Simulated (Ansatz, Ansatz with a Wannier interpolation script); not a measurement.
## G0W0 band structure of Sb (buckled honeycomb monolayer)

Wanted: quasiparticle gap and band widths of Sb (buckled honeycomb monolayer) over the whole zone.

Program: Ansatz 0.2.0. Level of theory: LDA, Wannier functions and G0W0, plane waves, PAW. Results are calculated unless marked as measured.

**The experiments to reproduce.**

- Gap 2.21 eV: optical gap from PL emission peak; photoluminescence, 355 nm excitation; monolayer (antimonene on antimony oxide after hydrogen reduction) (“Ultrathin high-κ antimony oxide single crystals”, 2020, pmc:7237679).

Most raw output is cut from this account.

## (1) The starting structure

The cell holds 2 atoms: 2 Sb. Cell: a = 4.019 Å, b = 4.019 Å, c = 26.400 Å, α = 90.0°, β = 90.0°, γ = 120.0°. Vacuum lies along c.

The structure was relaxed with LDA. The structure was generated from a model, not taken from a measurement. The runs that relaxed it are not among those shown. Spin-orbit coupling is left out unless a step names it. The default PAW set here is soft_2. Its files were made with PBE. The Coulomb interaction is cut off across the vacuum.

## (2) LDA bands

The cheap functional maps the bands first; the places of the edges decide which points the dearer methods must see.

This step: DFT, LDA, plane waves, PAW.

Contents of input.yaml:

```yaml
crystal:
  lattice:
    - [4.0191575202, 0.0, 0.0]
    - [-2.0095787601, 3.4806925143, 0.0]
    - [0.0, 0.0, 26.4]
  atoms:
    - { symbol: Sb, position: [0.3333333333, 0.6666666667, 0.469352981] }
    - { symbol: Sb, position: [0.6666666667, 0.3333333333, 0.530647019] }
  periodic: [true, true, false]
kpoints:
  mp_grid: { grid: [6, 6, 1] }
  band_path:
    path:
      - [0, 0, 0]
      - [0.5, 0, 0]
      - [0.3333333333333, 0.3333333333333, 0]
      - [0, 0, 0]
    npoints: 10
hamiltonian:
  xc: lda
scf:
  occupations: { method: fermi_dirac, width: 0.02 }
  n_extra_bands: 181
output:
  eigenvalues: true
  forces: true
  stress: true
  fatbands: true
  write_density: true
  write_potential: true
  elf: true
  volumetric_format: npy
```

The run is started by

```bash
$ ansatz run input.yaml --threads 12 --pin off --max-ram 27648MiB --backend cpu --events-out ev --progress --plain --runs-dir out
```

Run time: 9.6 s. Hardware: 12 threads of Intel Xeon 6975P-C (Granite Rapids), shared host; peak memory 3.3 GiB; 1.7 min of CPU time.

Numbers from this step:

| Property | Result |
| --- | --- |
| filled bands | 15 |
| gap | 1.125 eV |
| valence top at | Γ |
| conduction bottom at | k = (0.300, 0.000, 0.000) |
| least direct gap | 1.663 eV |

The gap is indirect, with the least direct gap 0.54 eV higher.

The electronic bands at the labelled points (eV, zero at the top of the highest nominally filled band):

```csv
point,band 12,band 13,band 14,band 15,band 16,band 17,band 18,band 19
Γ,-6.54,-0.82,0.00,0.00,1.66,2.86,2.86,4.33
halfway,-6.65,-2.89,-1.04,-0.68,1.24,3.49,3.60,4.92
M,-8.04,-3.21,-1.69,-1.67,1.55,2.32,3.62,4.96
halfway,-8.16,-3.40,-2.31,-1.65,1.90,2.96,3.23,5.43
K,-8.75,-3.86,-1.98,-1.98,1.29,3.58,3.58,6.55
halfway,-6.77,-2.91,-2.03,-0.65,2.11,2.75,3.86,5.28
Γ,-6.54,-0.82,0.00,0.00,1.66,2.86,2.86,4.33
```

Electrostatic potential energy in the ca plane at fractional y = 0.333, with atoms of Sb within 0.2 Å of it. With pseudopotentials it is smooth inside the atoms' cores, unlike the true potential.

Ten even steps from '0' (-30 eV) to '9' (0 eV), each cell a mean:
```
99999999999999999999999998887545789999999999
99999999999999999999999999873000379999999999
99999999999999999999999999850000058999999999
99999999999999999999999999850000058999999999
99999999999999999999999999861000168999999999
99999999999999999999999999874101479999999999
99999999999999999999999988887656799999999999
99999999999999999999999987778888999999999999
99999999999999999999999876678999999999999999
99999999999999999999999876678899999999999999
99999999999999999999999987788888999999999999
```
Columns run along c (16.0 Å, from fractional 0.11 to 0.72 of the cell; values clipped at the 3rd and 97th percentile), rows up along a (4.0 Å). Atoms in or near the plane, at fractional coordinates: Sb at (0.53, 0.67).

Valence density in the ca plane at fractional y = 0.333, with atoms of Sb within 0.2 Å of it. It is the smooth field of the valence electrons, not physical close to the nuclei.

Ten steps, logarithmic in the rise over the least value, from '0' (0 e/Å³) to '9' (19 e/Å³), each cell a mean:
```
00000000000000000000000001112222110000000000
00000000000000000000000000113454310000000000
00000000000000000000000000124787421000000000
00000000000000000000000000124898521000000000
00000000000000000000000000124787421000000000
00000000000000000000000000112444210000000000
00000000000000000000000001112222100000000000
00000000000000000000000011111111000000000000
00000000000000000000000111111100000000000000
00000000000000000000000111111100000000000000
00000000000000000000000011111111000000000000
```
Columns run along c (16.0 Å, from fractional 0.11 to 0.72 of the cell), rows up along a (4.0 Å). Atoms in or near the plane, at fractional coordinates: Sb at (0.53, 0.67).

## (3) Wannier functions (Sb:5p) on 12×12×1

Localised functions give a small Hamiltonian that interpolates between mesh points at no cost.

This step: maximally localised Wannier functions, LDA, plane waves, PAW.

input.yaml, the sections that differ from step 2:

```yaml
kpoints:
  mp_grid: { grid: [6, 6, 1] }
scf:
  occupations: { method: fixed }
  n_extra_bands: 181
output:
  wannier:
    kmesh: [12, 12, 1]
    projections: [{ species: Sb, l: p, shell: 5 }]
    minimise: true
    write_hr: true
    seedname: w
    conv_tol: 1.0e-07
    max_iter: 4000
    disentanglement:
      window: [-8.96, 0.87]
      frozen_window: [-8.96, -2.13]
      conv_tol: 1.0e-08
# crystal, hamiltonian: as in step 2
```

Run time: 17 s. Hardware: 12 threads; peak memory 4.1 GiB.

This step gave:

* gauge-invariant spread: 22.62 Å²
* diagonal spread: 0.1751 Å²
* off-diagonal spread: 0.7094 Å²
* total spread: 23.50 Å²
* least projectability: 0.4129
* localisation steps: 24
* disentanglement steps: 51
* r.m.s. interpolation error: 6.27e-4 eV
* r.m.s. error near the gap: 6.93e-4 eV

Near the gap the model misses directly solved bands by 0.7 meV r.m.s. and by 2 meV at most in the window tested. This tests the starting bands, not the corrections carried with them.

Wannier functions, by row:

```
function   x (Å)  y (Å)  z (Å)  spread (Å²)  nearest atom  distance (Å)
       1  -0.143  2.403  12.34        3.917           Sb1         0.172
       2   0.143  2.403  12.34        3.917           Sb1         0.172
       3       0  2.156  12.34        3.917           Sb1         0.172
       4   2.152  1.078  14.06        3.917           Sb2         0.172
       5   1.867  1.078  14.06        3.917           Sb2         0.172
       6    2.01  1.325  14.06        3.917           Sb2         0.172
```

Frozen up to 2.82 eV; above it the model need not follow the bands. The electronic bands at the labelled points (eV, zero at the valence-band top):

| point | band 13 | band 14 | band 15 | band 16 | band 17 | band 18 |
| --- | --- | --- | --- | --- | --- | --- |
| Γ | -0.82 | 0.00 | 0.00 | 1.66 | 2.86 | 2.86 |
| halfway | -2.89 | -1.04 | -0.68 | 1.24 | 3.55 | 3.60 |
| M | -3.21 | -1.69 | -1.67 | 1.55 | 2.32 | 3.62 |
| halfway | -3.40 | -2.31 | -1.65 | 1.90 | 2.96 | 3.23 |
| K | -3.86 | -1.98 | -1.98 | 1.29 | 3.58 | 3.58 |
| halfway | -2.91 | -2.03 | -0.65 | 2.11 | 2.75 | 3.87 |
| Γ | -0.82 | 0.00 | 0.00 | 1.66 | 2.86 | 2.86 |

The same for Kohn-Sham, solved directly:

| point | band 13 | band 14 | band 15 | band 16 | band 17 | band 18 |
| --- | --- | --- | --- | --- | --- | --- |
| Γ | -0.82 | 0.00 | 0.00 | 1.66 | 2.86 | 2.86 |
| M | -3.21 | -1.69 | -1.67 | 1.55 | 2.32 | 3.62 |
| K | -3.86 | -1.98 | -1.98 | 1.29 | 3.58 | 3.58 |
| Γ | -0.82 | 0.00 | 0.00 | 1.66 | 2.86 | 2.86 |

## (4) G0W0 at every point of the mesh: 6×6×1 mesh, 600 empty bands, screening to 80 eV

G0W0 replaces the xc potential by the self-energy, built once from these orbitals. Only a window of levels is corrected, while the sums run over the empty bands that the input names.

This step: G0W0 on LDA, plane waves, PAW.

input.yaml, the sections that differ from step 3:

```yaml
scf:
  occupations: { method: fixed }
gw:
  n_empty_bands: 600
  ecut_chi: 80.0
  qp_bands: [v3, c3]
  screening: { model: contour_deformation }
# crystal, kpoints, hamiltonian: as in step 3
# output: removed
```

Elapsed: 57 s, on 12 threads; peak memory 6.5 GiB.

Numbers from this step:

```yaml
bands_summed: 615
plane_waves_in_the_screening_matrix: 561
q_points_in_the_mesh: 36
g0w0_gap_on_the_mesh: 1.866 eV
k_of_the_valence_top: 0, 0, 0
k_of_the_conduction_bottom: 0, 0.3333, 0
starting_gap_on_the_mesh: 1.138 eV
z_at_the_valence_top: 0.7231
z_at_the_conduction_bottom: 0.7325
least_direct_g0w0_gap_on_the_computed_points: 2.609 eV
```

The gap on the mesh goes from 1.14 eV to 1.87 eV, a correction of +0.73 eV. Between the two edge states, bare exchange in place of the xc potential would open the gap by 4.17 eV, and correlation takes back 3.44 eV.

## (5) Interpolating the corrections

A script adds the corrections, carried to the Wannier functions and back, to the LDA levels, along the path and on a 13×13×1 mesh.

```
G0W0 gap over the zone     : 1.831 eV
valence top at             : Γ
starting gap over the zone : 1.121 eV
least direct G0W0 gap      : 2.609 eV
G0W0 gap on the mesh       : 1.866 eV
valence width, start       : 3.860 eV
valence width, G0W0        : 3.976 eV
gap by a rigid shift       : 1.849 eV
```

Levels solved directly plus the interpolated quasiparticle correction. Limits: finite bands, cutoff and mesh; gap short on this mesh; no spin-orbit coupling. Quasiparticle bands along the path, in eV, zero at the valence-band top of each set:

```
  point  band 13  band 14  band 15  band 16
      Γ    -1.03     0.00     0.00     2.61
halfway    -3.04    -1.11    -0.78     1.97
      M    -3.30    -1.81    -1.78     2.31
halfway    -3.47    -2.47    -1.77     2.66
      K    -3.98    -2.10    -2.10     2.00
halfway    -3.04    -2.11    -0.79     2.87
      Γ    -1.03     0.00     0.00     2.61
```

The same for LDA:

```csv
point,band 13,band 14,band 15,band 16
Γ,-0.82,0.00,0.00,1.66
M,-3.21,-1.69,-1.67,1.55
K,-3.86,-1.98,-1.98,1.29
Γ,-0.82,0.00,0.00,1.66
```

Wannier model on a dense mesh, Gaussian width 0.15 eV. Limits: finite bands, cutoff and mesh; gap short on this mesh; no spin-orbit coupling. Density of states against energy, zero at the valence-band top of each set; read off at these points; values in states/eV/cell:

| energy (eV) | G0W0 | LDA |
| --- | --- | --- |
| -5.00 | 0 | 0 |
| -4.70 | 0 | 0 |
| -4.40 | 9.4e-6 | 0 |
| -4.10 | 0.0639 | 0.00547 |
| -3.80 | 0.497 | 0.374 |
| -3.50 | 2.02 | 1.10 |
| -3.40 | 3.17 | 2.03 |
| -3.20 | 2.22 | 2.90 |
| -2.90 | 0.835 | 1.04 |
| -2.70 | 1.29 | 0.876 |
| -2.50 | 2.24 | 1.62 |
| -2.40 | 1.77 | 2.06 |
| -2.10 | 0.991 | 0.709 |
| -1.80 | 2.49 | 2.05 |
| -1.60 | 2.51 | 2.52 |
| -1.50 | 2.34 | 2.56 |
| -1.20 | 1.43 | 1.41 |
| -0.90 | 2.93 | 2.04 |
| -0.60 | 0.994 | 2.54 |
| -0.30 | 0.181 | 0.178 |
| 0.00 | 0.179 | 0.172 |
| 0.30 | 0.00166 | 0.00165 |
| 0.60 | 0 | 0 |
| 0.90 | 0 | 0.0315 |
| 1.20 | 0 | 0.677 |
| 1.40 | 6.9e-5 | 1.54 |
| 1.70 | 0.128 | 1.71 |
| 2.00 | 0.907 | 2.78 |
| 2.30 | 1.91 | 0.896 |
| 2.60 | 2.00 | 1.95 |
| 2.70 | 2.92 | 2.61 |
| 2.90 | 1.46 | 2.09 |
| 3.20 | 1.18 | 2.08 |
| 3.50 | 2.44 | 3.63 |

Corrections by starting level (eV, on the run's own energy scale, so only their differences matter):

```csv
start,correction
-3.86,−0.38
-3.21,−0.35
-2.53,−0.38
-1.98,−0.38
-1.67,−0.39
-0.96,−0.38
-0.69,−0.44
0.00,−0.26
1.14,+0.47
1.29,+0.45
1.75,+0.57
2.11,+0.50
2.75,+0.57
3.01,+0.47
3.48,+0.54
3.58,+0.51
3.86,+0.57
```

## (6) LDA+SOC bands, for comparison

Spin-orbit coupling can split or shift the edges; a non-collinear run measures by how much.

This step: DFT, LDA with spin-orbit coupling, plane waves, PAW.

input.yaml, the sections that differ from step 4:

```yaml
kpoints:
  mp_grid: { grid: [6, 6, 1] }
  band_path:
    path:
      - [0, 0, 0]
      - [0.5, 0, 0]
      - [0.3333333333333, 0.3333333333333, 0]
      - [0, 0, 0]
    npoints: 10
scf:
  occupations: { method: fermi_dirac, width: 0.02 }
  n_extra_bands: 8
magnetization:
  noncollinear: true
  spin_orbit: true
output:
  eigenvalues: true
  forces: true
  stress: true
# crystal, hamiltonian: as in step 4
# gw: removed
```

It took 4.5 s on 12 threads; peak memory 2.1 GiB.

This step gave:

```
filled bands         : 30
gap                  : 0.8349 eV
valence top at       : Γ
conduction bottom at : k = (0.300, 0.000, 0.000)
least direct gap     : 1.309 eV
```

The gap stands −0.29 eV against LDA.

The electronic bands at the labelled points (eV, zero at the top of the highest nominally filled band):

```
  point  band 27  band 28  band 29  band 30  band 31  band 32  band 33  band 34
      Γ    -0.43    -0.43     0.00     0.00     1.31     1.31     2.34     2.34
halfway    -1.44    -1.44    -0.87    -0.87     0.95     0.95     3.12     3.12
      M    -2.21    -2.21    -1.75    -1.75     1.25     1.25     2.04     2.04
halfway    -2.64    -2.64    -1.92    -1.92     1.60     1.60     2.66     2.66
      K    -2.37    -2.37    -2.18    -2.18     1.00     1.00     3.22     3.22
halfway    -2.34    -2.34    -0.93    -0.93     1.81     1.81     2.45     2.45
      Γ    -0.43    -0.43     0.00     0.00     1.31     1.31     2.34     2.34
```

## (7) What came out

```
LDA gap                             : 1.12 eV
G0W0 gap over the zone              : 1.83 eV, indirect
least direct G0W0 gap, in the model : 2.61 eV
with the spin-orbit change          : 1.54 eV
GW settings                         : 6×6×1 mesh, 600 empty bands, screening to 80 eV
known limits                        : not at the basis limit; no spin-orbit coupling
```

**Reading.** The Wannier model follows the LDA bands to under 1 meV r.m.s. near the gap. The G0W0 gap over the zone is 1.83 eV, indirect, from Γ to k = (0.304, 0.000, 0.000); on the mesh alone it is 1.87 eV, and a rigid shift of the LDA bands would give 1.85 eV. The valence width in the model goes from 3.86 eV to 3.98 eV. LDA+SOC gives a gap of 0.83 eV on the same path, a spin-orbit change of −0.29 eV that would bring the G0W0 gap to 1.54 eV. Against experiment, by G0W0@LDA with the spin-orbit change: the direct gap of 2.26 eV lies +0.05 eV from the measured 2.21 eV (exciton, 2020). An exciton line or allowed optical edge lies below the quasiparticle gap by the binding energy; a forbidden edge can push the onset above it. The computed sheet is free-standing; a substrate or cover screens it further and lowers both gap and binding, while the exciton line moves little. The calculation has static nuclei and no excitons; a measured gap holds zero-point and thermal motion, which mostly lowers it. Bands and cutoff are finite, so the gap is not at the basis limit. The miss can reach some tenths of an eV and take either sign; the mesh is an error of its own. Above the frozen window of the model the interpolated levels need not meet the computed ones, even at points of the mesh.

[Paths, hosts, dates, memory and timing lines, banners, echoed tables and standing remarks are left out of the program output.]

[Logs are printed without paths, hosts, clocks, repeated set-up lines and the standing remarks that a program may print on its own settings, such as how far it seeks lower states.]

[Runs of the session that timed out or met a known fault of the program may be left out.]

[Hosts, paths, dates, database ids (printed as entryN), source tags and the programs' standing remarks are cut or masked in the printed files.]
